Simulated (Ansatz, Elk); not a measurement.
## Bonding as seen by X-rays: B2MoRu2N2

The structure of B2MoRu2N2 used here is made up (a known structure type with other elements) and was relaxed beforehand with PBEsol. The aim is the Fourier transform of its all-electron density, F(hkl), set beside the sum over free spherical atoms that refinements use.

Calculated with Elk 11.2.3 (patched build); DFT, PBE, all-electron APW+lo, Dirac cores, scalar-relativistic bands, static density, no spin.

This account leaves out most program logs.

The structure was built from a prototype and need not be the compound's stable phase.

### Step 1. Starting point

It takes space group Immm (No. 71, orthorhombic). The conventional cell has a = 2.580 Å, b = 3.686 Å, c = 14.059 Å, α = 90.00°, β = 90.00°, γ = 90.00°. Ru has 5 B at 2.18 to 2.38 Å and 2 N at 2.41 Å nearest. Nearest to Mo lie 8 N at 2.58 Å and 2 Mo at 2.58 Å and 4 B at 2.75 Å. Nearest to N lie 2 B at 1.51 Å and 2 Ru at 2.41 Å and 4 Mo at 2.58 Å. Nearest to B lie 2 N at 1.51 Å and 5 Ru at 2.18 to 2.38 Å and 2 B at 2.58 Å and 2 Mo at 2.75 Å. Farther neighbours and most contacts between anions are not listed.

### Step 2. Ground state and structure factors

An all-electron density is needed, since X-rays see the cores too. Task 0 finds the density and task 195 Fourier-transforms it; tshift is off so that phases refer to the origin typed.

The input, elk.in:

```
tasks
  0
  195

xctype
  20

spinpol
  .false.

rgkmax
  7.0

gmaxvr
  14.0

lmaxo
  7

lmaxapw
  8

swidth
  0.002

tshift
  .false.

ramdisk
  .false.

hmaxvr
  5.5

maxscl
  120

epspot
  1e-06

sppath
  './'

avec
  -2.43753811194 3.48279342302 13.28339392390
  2.43753811194 -3.48279342302 13.28339392390
  2.43753811194 3.48279342302 -13.28339392390

atoms
  4
  'Ru.in'
  2
  0.8001852275 0.8001852275 0.0000000000   0.000000 0.000000 0.000000
  0.1998147725 0.1998147725 0.0000000000   0.000000 0.000000 0.000000
  'Mo.in'
  1
  -0.0000000000 0.5000000000 0.5000000000   0.000000 0.000000 0.000000
  'N.in'
  2
  0.5892627471 0.0892627471 0.5000000000   0.000000 0.000000 0.000000
  0.4107372529 0.9107372529 0.5000000000   0.000000 0.000000 0.000000
  'B.in'
  2
  0.6451826125 0.6451826125 -0.0000000000   0.000000 0.000000 0.000000
  0.3548173875 0.3548173875 -0.0000000000   0.000000 0.000000 0.000000

ngridk
  10 10 10
```

Run with:

```
$ OMP_NUM_THREADS=4 elk
```

The job ended after 4.6 min (4 threads of Arm Neoverse V1, shared host; peak memory 0.27 GiB; 17 min of CPU time).

SFACRHO.OUT:

```text

h k l indices transformed by vhmat matrix:
   1.000000000       0.000000000       0.000000000    
   0.000000000       1.000000000       0.000000000    
   0.000000000       0.000000000       1.000000000    

      h      k      l  multipl.   |H|            Re(F)            Im(F)           |F|

      0      0      0      1   0.0000000       154.00000     -0.41160138E-15   154.00000    
     -1     -1      1      2  0.47301054      -24.738566     -0.29734595E-13   24.738566    
      0     -1      1      4  0.93252199       46.161421      0.11150473E-13   46.161421    
     -2     -2      2      2  0.94602108       46.453543      0.15258542E-13   46.453543    
      2      1     -1      4   1.1476390      -17.706716      0.34331720E-13   17.706716    
     -1      0      1      4   1.3103584      -6.6242411     -0.11541718E-13   6.6242411    
      3      3     -3      2   1.4190316       48.662804     -0.44210648E-13   48.662804    
      2      1     -2      4   1.4712298      -82.389713      0.38537600E-13   82.389713    
     -2     -3      3      4   1.4872898       107.97125      0.10915726E-12   107.97125    
     -1      1      0      4   1.5731392       31.176281     -0.23146888E-13   31.176281    
     -1     -1      2      8   1.6427130      -87.587456     -0.32082063E-13   87.587456    
     -3     -2      3      4   1.7491349       26.588944      0.47340605E-13   26.588944    
      1     -1      1      2   1.8040649       103.95893      0.17824839E-13   103.95893    
      3      1     -2      8   1.8356805      -9.7681524      0.64555371E-14   9.7681524    
      2      0      0      4   1.8650440      -18.213422      0.10172361E-13   18.213422    
     -3     -4      4      4   1.8853289      -19.147874     -0.89350501E-13   19.147874    
      4      4     -4      2   1.8920422      -19.955403      0.85291338E-13   19.955403    
     -3     -1      1      4   2.0370582       38.404162      0.10172361E-13   38.404162
```

Elk indexes on the primitive cell of elk.in and gives |H| = 4π sin θ/λ in inverse bohr. Below, one row stands for each form hkl of the conventional cell (m members, Friedel mates merged), F is for one primitive cell and the density is static (no thermal factor). Free-atom factors are Waasmaier and Kirfel's, and R is Σm||F|−|F'||/Σm|F|. Elk warned that it couldn't find a linearisation energy, which lowers the accuracy of some states in this run and its variants.

```csv
hkl,m,sin θ/λ (Å⁻¹),"abs F, DFT",neutral atoms,diff.
002,2,0.071,24.739,24.573,+0.166
011,4,0.140,46.161,46.696,-0.535
004,2,0.142,46.453,46.850,-0.397
013,4,0.173,17.707,18.166,-0.459
101,4,0.197,6.624,7.008,-0.384
006,2,0.213,48.663,49.223,-0.560
103,4,0.221,82.390,83.449,-1.059
015,4,0.224,107.971,108.173,-0.202
110,4,0.237,31.176,31.508,-0.332
112,8,0.247,87.588,87.847,-0.260
105,4,0.263,26.589,27.048,-0.459
020,2,0.271,103.959,103.570,+0.389
114,8,0.276,9.768,9.899,-0.131
022,4,0.281,18.213,18.542,-0.328
017,4,0.283,19.148,19.450,-0.302
008,2,0.284,19.955,20.111,-0.156
024,4,0.306,38.404,38.817,-0.412
107,4,0.316,82.739,82.787,-0.048
```

### Step 3. The highest occupied states alone

An energy window below the Fermi level keeps the highest occupied states, to see at which angles they scatter; shallow core shells can lie inside it and anion s states outside. No new self-consistency is needed.

Edit elk.in of step 2 so:

```diff
@@ -1,3 +1,2 @@
 tasks
-  0
   195
@@ -40,2 +39,5 @@
 
+wsfac
+  0.130870 0.798370
+
 sppath
```

Run with:

```
$ OMP_NUM_THREADS=4 elk
```

Run time: 16 s. Hardware: 4 threads; peak memory 0.2 GiB; 32 s of CPU time.

States within 10 eV below the Fermi level hold 32.79 electrons; any levels below the window count with the cores, and a count that is not whole means the window cuts a band. Their amplitudes can exceed the total, where window and core parts have opposite phase:

```csv
hkl,sin θ/λ (Å⁻¹),"abs F, window","abs F, all"
002,0.071,4.721,24.739
011,0.140,0.088,46.161
004,0.142,0.976,46.453
013,0.173,1.735,17.707
101,0.197,3.001,6.624
006,0.213,0.149,48.663
103,0.221,2.909,82.390
015,0.224,7.630,107.971
110,0.237,0.659,31.176
112,0.247,4.949,87.588
```

### Step 4. Another functional

The difference from free atoms is small, so it is set against the change that LDA (Perdew-Wang) makes.

Edit elk.in of step 3 so:

```diff
@@ -1,2 +1,3 @@
 tasks
+  0
   195
@@ -4,3 +5,3 @@
 xctype
-  20
+  3
 
@@ -39,5 +40,2 @@
 
-wsfac
-  0.130870 0.798370
-
 sppath
```

Run with:

```
$ OMP_NUM_THREADS=4 elk
```

It took 3 min on 4 threads; peak memory 0.29 GiB.

Against the first run R = 0.04 %; the largest change is -0.056 at 020.

### Step 5. Basis size

A smaller basis shows how fast F responds to it; the change is likely larger than the basis error of the first run, but doesn't show convergence.

Edit elk.in of step 4 so:

```diff
@@ -5,3 +5,3 @@
 xctype
-  3
+  20
 
@@ -11,3 +11,3 @@
 rgkmax
-  7.0
+  5.5
```

Run with:

```
$ OMP_NUM_THREADS=4 elk
```

The job ended after 3 min (4 threads; peak memory 0.31 GiB).

Against the first run R = 0.08 %; the largest change is -0.102 at 107.

### Step 6. Settings against the effect

```csv
run,R against the first run (%),"R against neutral atoms, low angle (%)",wall time
"PBE, rgkmax 7",0.00,0.84,4.6 min
LDA (Perdew-Wang),0.04,0.84,3 min
rgkmax 5.5,0.08,0.82,3 min
```

### Step 7. Summary of results

```json
{"R against neutral atoms, sin θ/λ < 0.3 Å⁻¹": "0.84 %", "R against neutral atoms, 0.3 to 0.72 Å⁻¹": "0.34 %"}
```

In words: Independent neutral atoms miss the calculated amplitudes by R = 0.84 % below 0.3 Å⁻¹ and 0.34 % from there to 0.72 Å⁻¹; by shells, 1.00 % below 0.15 Å⁻¹ (3 forms), 0.82 % 0.15 to 0.3 (13 forms), 0.47 % 0.3 to 0.45 (28 forms), 0.29 % above 0.45 (105 forms). Bonding, aspherical density and the tables' own atoms all enter these figures, and the runs don't part them. The largest change of an amplitude is -1.06 electrons, at 103. Weak lines can change much in proportion: 116 goes from 0.77 to 0.61. The window's part falls from 32.8 electrons at the origin to at most 0.45 between 0.45 and 0.72 Å⁻¹. Below 0.3 Å⁻¹ the changes that finished (LDA (Perdew-Wang) and rgkmax 5.5) move F by R = 0.08 % at most, against the 0.84 % that separates it from free atoms. The k-mesh has no finished test. These runs have no spin, though d or f shells may be open. Part of the difference isn't bonding: the tables are fits to free atoms and ions calculated by other methods than this functional. Thermal motion, anomalous dispersion and extinction are left out.

[Logs are printed without paths, hosts, clocks, repeated set-up lines and the standing remarks that a program may print on its own settings, such as how far it seeks lower states.]

[Hosts, paths, dates, database ids (printed as entryN), source tags and the programs' standing remarks are cut or masked in the printed files.]
